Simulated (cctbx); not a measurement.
# Accept or mend?

Cell a = 8.4630 Å, b = 8.4630 Å, c = 12.2540 Å, α = 90.00°, β = 90.00°, γ = 120.00°; space group R3m (no. 160). The compound is Pr2Be12TlCo4.

Simulated single-crystal data (cctbx): Mo Kα, λ = 0.71073 Å, to d = 0.84 Å, 80 % of the full sphere, strongest reflection 5000 counts, noise from counting, a 3 % proportional error and a noise floor of 4 counts (s.d.); no absorption.

An anisotropic refinement with weights 1/σ² prints:

```text
Rint 0.038, 365 unique reflections to 0.84 A
cycle     R1     wR2    GooF  max shift (A)
   1  0.0276  0.0613   1.892   0.01136
  10  0.0180  0.0403   1.245   0.00044
final R1 0.0180 wR2 0.0403 GooF 1.245  parameters 39  data/parameter 9.4
atom        x        y        z      Ueq    occ   su(xyz)  su(Uiso or U11)
Tl1    0.33333  0.66667  0.76144   0.0041  1.000  0.00005  0.0003
Pr1    0.33333  0.66667  0.01460   0.0043  1.000  0.00007  0.0003
Pr2    0.33333  0.66667  0.32267   0.0038  1.000  0.00007  0.0004
Cr1    0.33333  0.66667  0.55782  -0.0060  1.000  0.00022  0.0007  NPD
Co1    0.66172  0.83086  0.18442   0.0049  1.000  0.00026  0.0007
Be1    0.66876  0.83438  0.83682   0.0101  1.000  0.00246  0.0083
Be2    0.98695  0.49347  0.16008   0.0109  1.000  0.00231  0.0079
Be3    0.39181  0.04570  0.33447   0.0165  1.000  0.00174  0.0055
difference map: max 1.65 min -0.82 rms 0.18
Q1    0.0000  0.0000  0.9140    3    1.65  0.28 A from Cr1
Q2    0.0000  0.0000  0.8513    3    1.55  0.49 A from Cr1
Q3    0.0000  0.0000  0.2840    3    1.01  0.78 A from Pr1
Q4    0.0000  0.0000  0.4393    3    0.87  1.12 A from Pr1
Q5    0.0000  0.0000  0.5931    3    0.68  0.77 A from Pr2
Q6    0.0128  0.5064  0.0690    9    0.58  1.13 A from Be2
```

Q: Accept it or mend it, and why?

Mend it. The fault: wrong element: Cr1 is Co. Against the right model at the same level, R1 goes from 0.0147 to 0.0180 and GooF from 1.01 to 1.25, U of Cr1 shrinks from 0.0040 to -0.0060 Å² and Cr1 goes non-positive-definite. Cr1 has 3 electrons too few and its U shrinks to make up, as expected.

The compound is Pr2Be12TlCo4. The right model at the same level gives:

```text
Rint 0.038, 365 unique reflections to 0.84 A
cycle     R1     wR2    GooF  max shift (A)
   1  0.0161  0.0363   1.122   0.00662
   8  0.0147  0.0327   1.008   0.00042
final R1 0.0147 wR2 0.0327 GooF 1.008  parameters 39  data/parameter 9.4
atom        x        y        z      Ueq    occ   su(xyz)  su(Uiso or U11)
Tl1    0.33333  0.66667  0.76147   0.0040  1.000  0.00004  0.0002
Pr1    0.33333  0.66667  0.01466   0.0044  1.000  0.00006  0.0003
Pr2    0.33333  0.66667  0.32257   0.0036  1.000  0.00005  0.0003
Co1    0.33333  0.66667  0.55780   0.0040  1.000  0.00018  0.0006
Co2    0.66167  0.83083  0.18434   0.0047  1.000  0.00021  0.0006
Be1    0.66787  0.83394  0.83746   0.0079  1.000  0.00191  0.0064
Be2    0.98760  0.49380  0.15823   0.0090  1.000  0.00183  0.0064
Be3    0.39116  0.04554  0.33408   0.0159  1.000  0.00140  0.0044
Flack x: 0.002(9)
Hooft y: -0.006(10)  Bijvoet pairs: 178
difference map: max 0.75 min -0.55 rms 0.13
Q1    0.0000  0.0000  0.2734    3    0.78  0.91 A from Pr1
Q2    0.0000  0.0000  0.4239    3    0.75  0.93 A from Pr1
Q3    0.0000  0.0000  0.9700    3    0.71  0.97 A from Co1
Q4    0.0000  0.0000  0.7660    3    0.55  1.35 A from Pr2
Q5    0.0021  0.2215  0.8721   18    0.44  1.30 A from Be1
Q6    0.0633  0.1267  0.6556    9    0.42  0.93 A from Pr2
```

This is a model crystal, built by substitution and not relaxed, with assumed displacement parameters.

[Middle refinement cycles are left out of these outputs.]

[Logs are printed without paths, hosts, clocks, repeated set-up lines and the standing remarks that a program may print on its own settings, such as how far it seeks lower states.]
